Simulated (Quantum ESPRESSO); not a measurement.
# CrBr2: parallel and opposed starts

Aim: find out which collinear order of CrBr2 costs least.

Main program and level: Quantum ESPRESSO 7.5; LDA; plane waves with GBRV 1.5 LDA potentials, no spin-orbit coupling.

Report form: the programs' logs are mostly left out.

**1. The starting structure**

The structure is monoclinic, space group C2/m (No. 12). The conventional cell has a = 7.489 Å, b = 3.662 Å, c = 6.507 Å, α = 90.00°, β = 96.41°, γ = 90.00°. Nearest to Cr lie 6 Br at 2.55 to 3.20 Å. Br has 3 Cr at 2.55 to 3.20 Å nearest. Farther neighbours and most contacts between anions are not listed.

The cell comes from Materials Project 2023-11-01, a database of computed structures, and need not be the stable phase.

**2. Start 1: ferro +**

The signs are those of the starting moments on the seeded atoms, the atoms that are given a moment.

pw.in reads:

```
&CONTROL
  calculation = 'scf'
  prefix = 'pwscf'
  outdir = './tmp'
  pseudo_dir = './pseudo'
  disk_io = 'nowf'
/
&SYSTEM
  ibrav = 0
  nat = 3
  ntyp = 2
  ecutwfc = 40
  ecutrho = 280
  nbnd = 23
  occupations = 'smearing'
  smearing = 'fd'
  degauss = 0.00999582
  nspin = 2
  starting_magnetization(1) = 0.2143
  starting_magnetization(2) = 0
/
&ELECTRONS
  conv_thr = 6d-09
  electron_maxstep = 150
  mixing_beta = 0.3
/
ATOMIC_SPECIES
Cr     51.9961 cr_lda_v1.5.uspp.F.UPF
Br     79.9040 br_lda_v1.4.uspp.F.UPF
CELL_PARAMETERS angstrom
   3.7446690000   -1.8310550000    0.0000000000
   3.7446690000    1.8310550000    0.0000000000
  -0.7268470000    0.0000000000    6.4659460000
ATOMIC_POSITIONS crystal
Cr      0.0000000000    0.0000000000    0.0000000000
Br      0.6457740000    0.6457740000    0.2332280000
Br      0.3542260000    0.3542260000    0.7667720000
K_POINTS automatic
6 6 6 0 0 0
```

On the command line:

```sh
$ OMP_NUM_THREADS=1 mpirun -n 4 pw.x -nk 4 -in pw.in > pw.out
```

It took 32 s on 4 MPI ranks of Arm Neoverse V1, shared host; peak memory 0.57 GiB; 2.1 min of CPU time.

Spin moment in the atom's sphere by atom:

```
atom  spin moment in the atom's sphere (μB)
 Cr1                                   3.49
 Br2                                  -0.01
 Br3                                  -0.01
```

This step gave:

* smearing term TS: 0.05644 eV
* magnetization: 4 μB
* absolute magnetization: 4.155 μB
* final state: ferromagnetic

Spin density in the ac plane of the conventional cell at fractional y = 0.000, with atoms of Cr and Br within 0.2 Å of it.

Ten even steps from '_' (0.0 e/Å³) to '@' (4.3 e/Å³), each cell a mean:
```
%%--__________________________________::##
::..__________________________________..::
__________________________________________
__________________________________________
__________________________________________
__________________________________________
__________________________________________
__________________________________________
__________________________________________
__________________________________________
__________________________________________
__________________________________________
__________________________________________
__________________________________________
__________________________________________
..________________________________________
++::__________________________________..--
@@++..________________________________::%%
```
Columns run along a (7.5 Å), rows up along c (6.5 Å), edges of the conventional cell, whose origin can differ from the input's. Atoms in or near the plane, at fractional coordinates: Cr at (0.00, 0.00), Br at (0.65, 0.23), Br at (0.35, 0.77).

Valence density in the ac plane of the conventional cell at fractional y = 0.000, with atoms of Cr and Br within 0.2 Å of it. It is the smooth field of the valence electrons, not physical close to the nuclei.

Ten steps, logarithmic in the rise over the least value, from '0' (0 e/Å³) to '9' (13 e/Å³), each cell a mean:
```
984111222211100001379
752112344321000001247
321123444431000001123
100124464431000000111
000134464431000000000
000124444421000000000
000012343210000000000
000001221100000000000
000000000000000000000
000000000000011100000
000000000001233210000
000000000012444421000
000000000024444431000
011000000124465432000
111100000124444431111
542100000123444321124
974100000112333211258
995100011111111101379
```
Columns run along a (7.5 Å), rows up along c (6.5 Å), edges of the conventional cell, whose origin can differ from the input's. Atoms in or near the plane, at fractional coordinates: Cr at (0.00, 0.00), Br at (0.65, 0.23), Br at (0.35, 0.77).

**3. Run 2, typed as antiferro q=(0,1/2,0) +−**

This order needs a doubled cell of 6 atoms. The wavevector q is in fractions of the reciprocal vectors of the crystal's primitive cell, as the cells of these inputs are built from it; moments change sign between cells as cos(2π q·R).

pw.in reads:

```
&CONTROL
  calculation = 'scf'
  prefix = 'pwscf'
  outdir = './tmp'
  pseudo_dir = './pseudo'
  disk_io = 'nowf'
/
&SYSTEM
  ibrav = 0
  nat = 6
  ntyp = 3
  ecutwfc = 40
  ecutrho = 280
  nbnd = 38
  occupations = 'smearing'
  smearing = 'fd'
  degauss = 0.00999582
  nspin = 2
  starting_magnetization(1) = 0.2143
  starting_magnetization(2) = -0.2143
  starting_magnetization(3) = 0
/
&ELECTRONS
  conv_thr = 1.2d-08
  electron_maxstep = 150
  mixing_beta = 0.3
/
ATOMIC_SPECIES
Cr1    51.9961 cr_lda_v1.5.uspp.F.UPF
Cr2    51.9961 cr_lda_v1.5.uspp.F.UPF
Br     79.9040 br_lda_v1.4.uspp.F.UPF
CELL_PARAMETERS angstrom
   3.7446690000   -1.8310550000    0.0000000000
   7.4893380000    3.6621100000    0.0000000000
  -0.7268470000    0.0000000000    6.4659460000
ATOMIC_POSITIONS crystal
Cr1     0.0000000000    0.0000000000    0.0000000000
Cr2     0.0000000000    0.5000000000    0.0000000000
Br      0.6457740000    0.3228870000    0.2332280000
Br      0.6457740000    0.8228870000    0.2332280000
Br      0.3542260000    0.1771130000    0.7667720000
Br      0.3542260000    0.6771130000    0.7667720000
K_POINTS automatic
6 3 6 0 0 0
```

It took 2.1 min on 4 MPI ranks; peak memory 1.1 GiB; 8.5 min of CPU time.

Spin moment in the atom's sphere by atom:

```
atom  spin moment in the atom's sphere (μB)
 Cr1                                   3.44
 Cr2                                  -3.44
 Br3                                  -0.01
 Br4                                   0.01
 Br5                                   0.01
 Br6                                  -0.01
```

This step gave:

- smearing term TS: 0.08880 eV
- magnetization: 0 μB
- absolute magnetization: 8.148 μB
- final state: antiferromagnetic

Spin density in the bc plane at fractional x = 0.000, with atoms of Cr within 0.2 Å of it.

Ten even steps from '_' (-4.2 e/Å³) to '@' (4.1 e/Å³), each cell a mean:
```
@@**++++++++++++====--__..======++++++++++++%%
**++++++++++++++======--======++++++++++++++++
++++++++++++++++++==========++++++++++++++++++
++++++++++++++++++++++====++++++++++++++++++++
++++++++++++++++++++++++++++++++++++++++++++++
++++++++++++++++++++++++++++++++++++++++++++++
++++++++++++++++++++++++++++++++++++++++++++++
++++++++++++++++++++++++++++++++++++++++++++++
++++++++++++++++++++++++++++++++++++++++++++++
++++++++++++++++++++++++++++++++++++++++++++++
++++++++++++++++++++++++++++++++++++++++++++++
++++++++++++++++++++++++++++++++++++++++++++++
++++++++++++++++++++++++++++++++++++++++++++++
++++++++++++++++++++========++++++++++++++++++
++++++++++++++++++============++++++++++++++++
##**++++++++++++======::--======++++++++++++**
@@##++++++++++++====::__..--====++++++++++**@@
```
Columns run along b (8.3 Å), rows up along c (6.5 Å). Atoms in or near the plane, at fractional coordinates: Cr at (0.00, 0.00), Cr at (0.50, 0.00).

Valence density in the bc plane at fractional x = 0.000, with atoms of Cr within 0.2 Å of it. It is the smooth field of the valence electrons, not physical close to the nuclei.

Ten steps, logarithmic in the rise over the least value, from '_' (0 e/Å³) to '@' (13 e/Å³), each cell a mean:
```
@@%%==..______....==%%@@@@**::..____....::**@@
**==::..__......::--++**++--............::==**
::....__....::::::::::::::..__......::::::::::
..______..::::::::......______....::::::......
________..::::::....__________....::::::....__
________..........______________........______
____________..________________________________
______________________________________________
______________________________________________
______________________________________________
________......________________........________
______..::::....____________....::::..________
__....::::::::..__________....::::::....______
......::::::::..____........::::::::....____..
==--::::::..........::====::::::..........::--
@@##--......____..--**%%%%++::......__....==%%
@@@@==....______..==@@@@@@##--..______..::**@@
```
Columns run along b (8.3 Å), rows up along c (6.5 Å). Atoms in or near the plane, at fractional coordinates: Cr at (0.00, 0.00), Cr at (0.50, 0.00).

**4. Run 3, typed as antiferro q=(1/2,1/2,0) +−**

The cell is doubled to 6 atoms to hold this order.

pw.in reads:

```
&CONTROL
  calculation = 'scf'
  prefix = 'pwscf'
  outdir = './tmp'
  pseudo_dir = './pseudo'
  disk_io = 'nowf'
/
&SYSTEM
  ibrav = 0
  nat = 6
  ntyp = 3
  ecutwfc = 40
  ecutrho = 280
  nbnd = 38
  occupations = 'smearing'
  smearing = 'fd'
  degauss = 0.00999582
  nspin = 2
  starting_magnetization(1) = 0.2143
  starting_magnetization(2) = -0.2143
  starting_magnetization(3) = 0
/
&ELECTRONS
  conv_thr = 1.2d-08
  electron_maxstep = 150
  mixing_beta = 0.3
/
ATOMIC_SPECIES
Cr1    51.9961 cr_lda_v1.5.uspp.F.UPF
Cr2    51.9961 cr_lda_v1.5.uspp.F.UPF
Br     79.9040 br_lda_v1.4.uspp.F.UPF
CELL_PARAMETERS angstrom
   7.4893380000   -3.6621100000    0.0000000000
   7.4893380000    0.0000000000    0.0000000000
  -0.7268470000    0.0000000000    6.4659460000
ATOMIC_POSITIONS crystal
Cr1     0.0000000000    0.0000000000    0.0000000000
Cr2     0.5000000000    0.0000000000    0.0000000000
Br      0.0000000000    0.6457740000    0.2332280000
Br      0.5000000000    0.6457740000    0.2332280000
Br      0.0000000000    0.3542260000    0.7667720000
Br      0.5000000000    0.3542260000    0.7667720000
K_POINTS automatic
3 6 6 0 0 0
```

The job ended after 2.2 min (4 MPI ranks; peak memory 1.1 GiB).

Spin moment in the atom's sphere by atom:

```
atom  spin moment in the atom's sphere (μB)
 Cr1                                   3.46
 Cr2                                  -3.46
 Br3                                   0.04
 Br4                                  -0.04
 Br5                                   0.04
 Br6                                  -0.04
```

Numbers from this step:

* smearing term TS: 0.08705 eV
* magnetization: 0 μB
* absolute magnetization: 8.183 μB
* final state: antiferromagnetic

**5. Start 4: no spin polarisation**

pw.in reads:

```
&CONTROL
  calculation = 'scf'
  prefix = 'pwscf'
  outdir = './tmp'
  pseudo_dir = './pseudo'
  disk_io = 'nowf'
/
&SYSTEM
  ibrav = 0
  nat = 3
  ntyp = 2
  ecutwfc = 40
  ecutrho = 280
  nbnd = 21
  occupations = 'smearing'
  smearing = 'fd'
  degauss = 0.00999582
/
&ELECTRONS
  conv_thr = 6d-09
  electron_maxstep = 150
  mixing_beta = 0.3
/
ATOMIC_SPECIES
Cr     51.9961 cr_lda_v1.5.uspp.F.UPF
Br     79.9040 br_lda_v1.4.uspp.F.UPF
CELL_PARAMETERS angstrom
   3.7446690000   -1.8310550000    0.0000000000
   3.7446690000    1.8310550000    0.0000000000
  -0.7268470000    0.0000000000    6.4659460000
ATOMIC_POSITIONS crystal
Cr      0.0000000000    0.0000000000    0.0000000000
Br      0.6457740000    0.6457740000    0.2332280000
Br      0.3542260000    0.3542260000    0.7667720000
K_POINTS automatic
6 6 6 0 0 0
```

Wall time 18 s (4 MPI ranks); peak memory 0.45 GiB; 72 s of CPU time.

Read from the output:

```yaml
smearing_term_ts: 0.5053 eV
final_state: non-magnetic (no spin polarisation)
```

**6. A faulty input**

As a test, an input with a fault in it is run.

pw.in, as its differences from that of step 5:

```diff
@@ -13,6 +13,7 @@
   ecutrho = 280
-  nbnd = 21
-  occupations = 'smearing'
-  smearing = 'fd'
-  degauss = 0.00999582
+  nbnd = 23
+  occupations = 'fixed'
+  nspin = 2
+  starting_magnetization(1) = 0.2143
+  starting_magnetization(2) = 0
 /
@@ -20,3 +21,3 @@
   conv_thr = 6d-09
-  electron_maxstep = 150
+  electron_maxstep = 50
   mixing_beta = 0.3
```

Run time: 0.49 s. Hardware: 4 MPI ranks; peak memory 0.08 GiB.

The program refused the input before any cycle.

The program's message: “iosys (1): fixed occupations and lsda need tot_magnetization”

The fault put into the input: fixed occupations for a magnet without a total moment.

**7. Energies of the orders**

An order is kept where moments of 0.15 μB or more survive with the typed signs; meshes match where a doubled cell samples the same k points as the first cell.

Orders:

```
                     start        final state  typed order kept  energy over the lowest (meV a seeded atom)  largest site moment (μB)  net moment (μB a cell of the first run)  mesh matched  CPU time (s)
                   ferro +      ferromagnetic               yes                                       25.12                     3.487                                        4           yes         128.6
  antiferro q=(0,1/2,0) +-  antiferromagnetic               yes                                           0                     3.444                                        0           yes         508.2
antiferro q=(1/2,1/2,0) +-  antiferromagnetic               yes                                       11.97                     3.462                                        0           yes         534.9
      no spin polarisation       non-magnetic                 -                                        1770                         0                                        0           yes         72.33
```

**8. A Heisenberg model**

E = −Σ J e·e over ordered pairs of unit vectors, so each pair counts twice. As many shells are taken as there are differences of energy, so the couplings are solved for and no residual tests the model; further shells are folded in, and shells whose pairs keep their relative signs in all orders cancel and are not probed. Couplings from the energies:

```
 pair  distance (Å)  neighbours an atom  J (meV)
Cr-Cr         3.662                   2   -4.636
Cr-Cr         4.168                   4   -1.643
```

**9. The lowest state again, with its states saved**

pw.in reads:

```
&CONTROL
  calculation = 'scf'
  prefix = 'pwscf'
  outdir = './tmp'
  pseudo_dir = './pseudo'
  disk_io = 'low'
/
&SYSTEM
  ibrav = 0
  celldm(1) = 8
  nat = 6
  ntyp = 3
  ecutwfc = 40
  ecutrho = 280
  nbnd = 42
  occupations = 'smearing'
  smearing = 'fd'
  degauss = 0.00999582
  nspin = 2
  starting_magnetization(1) = 0.2143
  starting_magnetization(2) = -0.2143
  starting_magnetization(3) = 0
/
&ELECTRONS
  conv_thr = 1.2d-08
  electron_maxstep = 150
  mixing_beta = 0.3
/
ATOMIC_SPECIES
Cr1    51.9961 cr_lda_v1.5.uspp.F.UPF
Cr2    51.9961 cr_lda_v1.5.uspp.F.UPF
Br     79.9040 br_lda_v1.4.uspp.F.UPF
CELL_PARAMETERS alat
   0.8845498546720   -0.4325240586408    0.0000000000000
   1.7690997093441    0.8650481172817    0.0000000000000
  -0.1716927205632    0.0000000000000    1.5273583845774
ATOMIC_POSITIONS crystal
Cr1     0.0000000000    0.0000000000    0.0000000000
Cr2     0.0000000000    0.5000000000    0.0000000000
Br      0.6457740000    0.3228870000    0.2332280000
Br      0.6457740000    0.8228870000    0.2332280000
Br      0.3542260000    0.1771130000    0.7667720000
Br      0.3542260000    0.6771130000    0.7667720000
K_POINTS automatic
6 3 6 0 0 0
```

Wall time 2.2 min (4 MPI ranks); peak memory 1.1 GiB; 8.6 min of CPU time.

Numbers from this step:

```yaml
smearing_term_ts: 0.08880 eV
magnetization: 0 μB
absolute_magnetization: 8.148 μB
final_state: antiferromagnetic
largest_moment: 3.444 μB
```

**10. Löwdin moments**

projwfc.x projects the saved states on orthogonalised atomic orbitals of the pseudopotential files.

It took 3.3 s on 4 MPI ranks; peak memory 0.36 GiB.

```
atom  moment in the sphere (μB)  Löwdin moment (μB)  Löwdin charge (e)
 Cr1                      3.444               3.932             13.059
 Cr2                     -3.444              -3.932             13.059
 Br3                     -0.015              -0.015              7.377
 Br4                      0.015               0.015              7.377
 Br5                      0.015               0.015              7.377
 Br6                     -0.015              -0.015              7.377
```

**11. Outcome**

| Quantity | Value |
| --- | --- |
| lowest state found | antiferromagnetic (from antiferro q=(0,1/2,0) +-) |
| largest site moment | 3.44 μB |
| next state with moments | antiferromagnetic, 12.0 meV a seeded atom higher |
| state without moments | 1770 meV a seeded atom higher |
| J of the weightiest shell (Cr-Cr, 3.66 Å; E = −Σ J e·e, ordered pairs) | -4.64 meV |

**Reading.** Forming the moments gains more than four times the spread of the orders, as local moments do. The smearing terms TS of the orders run from 44 to 56 meV a seeded atom, so the differences would change at a smaller width: an order with a larger TS is lowered more by the smearing. The largest moment changes by 1.2 % between the kept orders, as for well localised moments. The largest moment reads 3.44 μB in the sphere and 3.93 μB by Löwdin projection; a site moment hangs on how space is shared out. Only these 4 starts were compared; other wavevectors, canted and longer-period orders were not. Energies are free energies at an electronic temperature of 1580 K, which lowers moments and differences where the moments are itinerant. No Hubbard term acts here. In such compounds local and semilocal functionals without one often delocalise the d electrons, and can shrink or lose moments and miss the size, sign and order of the couplings. The smearing term is large for its width, so states at the Fermi level are partly filled: at this level the cell is a metal or has a gap of a few widths at most. By charge balance Cr is d4; such ions mostly distort their surroundings (Jahn–Teller), and their compounds are mostly insulators, which a run without U in an unrelaxed cell can miss.

[Logs and program files are shortened in this print: banners, set-up blocks, solver, clock and traceback lines can be left out without a mark of their own.]

[Logs are printed without paths, hosts, clocks, repeated set-up lines and the standing remarks that a program may print on its own settings, such as how far it seeks lower states.]

[Hosts, paths, dates, database ids (printed as entryN), source tags and the programs' standing remarks are cut or masked in the printed files.]

[Where a cell is said to come from a database of computed structures, the database is the Materials Project.]
